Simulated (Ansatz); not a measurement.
# What LiZrBr3 (built on the sites of a database entry of CsSnBr3) distorts into, part 3 of 3

Aim: this structure of LiZrBr3 (built on the sites of a database entry of CsSnBr3) is to be tested for unstable modes, and one is followed downhill.

Ansatz 0.2.0; DFT PBEsol, scalar-relativistic, plane waves, norm-conserving pseudopotentials.

So far. Step 5 (Energy along the mode, all amplitudes (two of the runs …): The lowest of the steps tried is the last one, at 0.6 Å, 22.6 meV/atom below the parent; the bottom of the well need not coincide with a step. Step 7 (The new phase in its own primitive cell): The largest force component left is 0.79 meV/Å and the pressure is 0.002 GPa, within the tolerances set. The cell now holds 30.63 Å³/atom. The relaxed cell has a = 7.369, c = 9.769 Å (conventional setting).

The structure was built from a prototype and need not be the compound's stable phase.

### Step 8. Modes of the new phase, k-mesh 9×9×9

A relaxed structure may still be a saddle point, so its zone-centre modes are computed. No field response is asked, since the mesh shows no gap.

Contents of input.yaml:

```yaml
crystal:
  lattice:
    - [3.6847193895, 2.1273737314, 3.2561902579]
    - [-3.6847193895, 2.1273737314, 3.2561902579]
    - [0.0, -4.2547474629, 3.2561902579]
  atoms:
    - { symbol: Li, position: [0.8374738922, 0.8374738922, 0.8374738922] }
    - { symbol: Zr, position: [0.5235377959, 0.5235377959, 0.5235377959] }
    - { symbol: Br, position: [0.024754477, 0.5271731988, 0.5271731988] }
    - { symbol: Br, position: [0.5271731988, 0.024754477, 0.5271731988] }
    - { symbol: Br, position: [0.5271731988, 0.5271731988, 0.024754477] }
kpoints:
  mp_grid: { grid: [9, 9, 9] }
hamiltonian:
  xc: pbesol
  pseudopotentials: { kind: nc }
scf:
  occupations: { method: methfessel_paxton, width: 0.2 }
output:
  eigenvalues: true
phonons:
  method: dfpt
```

Started as:

```
$ ansatz run input.yaml --threads 4 --pin off --max-ram 14336MiB --backend cpu --events-out ev --progress --plain --runs-dir out
```

Numbers of over 12 decimals in the logs are rounded to 6 here.

What it wrote:

```text
[...]
Crystal: 5 atoms, lattice volume = 153.147 Å³
Basis set: ecut = 1006.821291 eV, 11099 PW (Γ), exchange–correlation on 120×120×120 points (8 copies of the dense FFT grid, shifted against one another)
Bands: 23, of which v1, the nominal top of the filled ones, is band 18 counted from 1 (17 counted from 0)
Symmetry: 6 space group operations
k-points: 365 of 729 (irreducible under 1 space group operation, time reversal used)
[...]
SCF iter   1: F=—  HF=-2863.050358 eV  |F-HF|=—  |Δ(HF+E_count)|=         —  Δρ=6.18e-2  dr2=1.56e1  ethr=3.10e-3  ⟨swp⟩=6.5  Hψ=42570  notcnv=0
[...]
SCF iter  11: F=-2859.380812 eV  HF=-2859.380812 eV  |F-HF|=9.09e-13  |Δ(HF+E_count)|=  7.73e-12  S|Δr|=    0.00e0  Δρ=2.04e-8  dr2=5.47e-13  ethr=1.00e-12  ⟨swp⟩=14.5  Hψ=65548  notcnv=0
SCF 1 converged in 11 iterations: F = -2859.380812 eV  dr2 = 5.47e-13
DFPT response loops at Γ: preconditioner auto → none (partly filled bands, converged f_vac=0.180); β = 0.50; Broyden in place of MSR1
the response loops of the zone centre start from zero, take more passes and end by a threshold: the memory limit or budget leaves too little room for the subspace of the ground state's own states beside the solves, or none could be made (phonons.method)
SCF converged after 11 iterations
[...]
Free energy (F): -2859.380812 eV
[...]
Internal energy: -2859.378294 eV  (E = F + TS)
E sigma→0 (E₀):  -2859.380182 eV
Entropy (-TS):   -0.002518 eV (-0.504 meV/atom)
Fermi energy:    5.908954 eV
[...]
--- Band table (eV; the first three rows and the last of 365) ---
  k-point 0: bands = [... 14 lower, 1.4764, 1.5618, 1.5618, 4.6689, 4.9817, 4.9817, 6.3441, 6.4743, ... 6 higher]
  k-point 1: bands = [... 14 lower, 1.4057, 1.4232, 1.5359, 4.7663, 5.0505, 5.1458, 6.4563, 6.4752, ... 6 higher]
  k-point 2: bands = [... 14 lower, 1.1920, 1.2846, 1.5227, 4.8679, 5.3765, 5.5597, 6.4773, 6.6989, ... 6 higher]
  k-point 364: bands = [... 14 lower, 0.8944, 1.0895, 1.5006, 5.2008, 6.2430, 6.4480, 6.8508, 7.4555, ... 6 higher]
--- Phonons (Γ-DFPT): 6 representative perturbations + reference, on 365 of 729 k-points (Σ response iterations 48) ---
  k mesh reduced under 1 symmetry operation, with k and −k counted as one. Each operation leaves every solved perturbation unchanged. A smaller set is not used because it would not reduce the number of displacements times k-points to solve
  ASR residual: 1.038e-4 → 0.000e0 eV/Å²; symmetrization residual: 1.455e-5 eV/Å²
  ASR residual per site (eV/Å²): 1.03e-5 1.04e-4 2.27e-5 2.27e-5 3.07e-5
[...]
non-analytic LO–TO correction: not included (Born effective charges unavailable; polar crystals: no LO–TO splitting at Γ)
```

Wall time 30 min (4 threads of Arm Neoverse V1, shared host); peak memory 11 GiB.

This step gave:

```yaml
sum_rule_residual_before_enforcement: 1.04e-4 eV/Å²
point_group: 3m
highest_optical_mode_at_the_zone_centre_no_lo_to_term: 293.0 cm⁻¹
lowest_optical_zone_centre_mode: 37.71 cm⁻¹
```

Patterns of degenerate modes are one choice out of their space. The modes at Γ (shares of kinetic energy by element, %):

```
mode  frequency (cm⁻¹)  symmetry  Li %  Zr %  Br %
   1               0.0  acoustic     2    27    71
   2               0.0  acoustic     2    27    71
   3               0.0  acoustic     2    27    71
   4              37.7        A2     0     0   100
   5              47.4         E     8     4    88
   6              47.4         E     8     4    88
   7              84.4         E     0    25    75
   8              84.4         E     0    25    75
   9             113.6        A1     1    28    71
  10             218.3         E    80     6    14
  11             218.3         E    80     6    14
  12             237.2         E    10    37    53
  13             237.2         E    10    37    53
  14             238.4        A1     6    42    53
  15             293.0        A1    91     3     5
```

Displacements in mode 4 (37.7 cm⁻¹), the largest set to 1:
```
Li1  0.00  0.00  0.00
Zr2  0.00  0.00  0.00
Br3 -0.50  0.87  0.00
Br4 -0.50 -0.87  0.00
Br5  1.00  0.00  0.00
```

Displacements in mode 13 (237.2 cm⁻¹), the largest set to 1:
```
Li1 -0.01  1.00  0.00
Zr2  0.00  0.53  0.00
Br3 -0.22 -0.10 -0.13
Br4  0.22 -0.10 -0.14
Br5  0.00 -0.48  0.27
```

Before it was imposed, the acoustic sum rule was missed by 1.0e-4 eV/Å². Small misses are needed for a sound result but don't prove that mesh and cutoff are converged. The lowest optical mode is real, 37.7 cm⁻¹.

### Step 9. Outcome

| Property | Result |
| --- | --- |
| unstable mode of the parent | q = (0, 0, 0), 154i cm⁻¹ |
| depth at the lowest point sampled | 22.6 meV/atom |
| largest atomic shift at that point | 0.6 Å |
| space group reached (within 0.01 Å) | R3m |
| energy gained over the parent (first relaxation, on the mesh of the frozen mode) | 114 meV/atom |
| volume per atom, phase reached | 30.6 Å³ |
| lowest optical zone-centre mode, phase reached | 37.7 cm⁻¹ |
| highest optical mode at the zone centre (no LO-TO term), phase reached | 293 cm⁻¹ |

Along this mode the structure falls into R3m, 114 meV/atom below the parent. At the parent's cell the well is 22.56 meV/atom deep on the steps tried, with its lowest point at a shift of 0.6 Å. That is the last step tried, so the steps alone don't bracket the bottom of the well. Relaxing atoms and cell changes the gain by +91.67 meV/atom against the lowest step (energies at zero smearing). Most of the total comes from this relaxation. The new phase has no imaginary mode at the zone centre of its cell; other wavevectors were not checked. Of the 4 patterns followed to their end from this parent, this one reaches the lowest energy. Each path keeps the symmetry of its pattern, so a lower phase may lie along a pattern not tried. With no gap, or one that is small against the smearing, the frequencies hang on the k mesh and the smearing, most of all near Kohn anomalies. The starting cell was built on a prototype and not taken from a measurement, so the phase need not exist.

[Logs are printed without paths, hosts, clocks, repeated set-up lines and the standing remarks that a program may print on its own settings, such as how far it seeks lower states.]

[Hosts, paths, dates, database ids (printed as entryN), source tags and the programs' standing remarks are cut or masked in the printed files.]
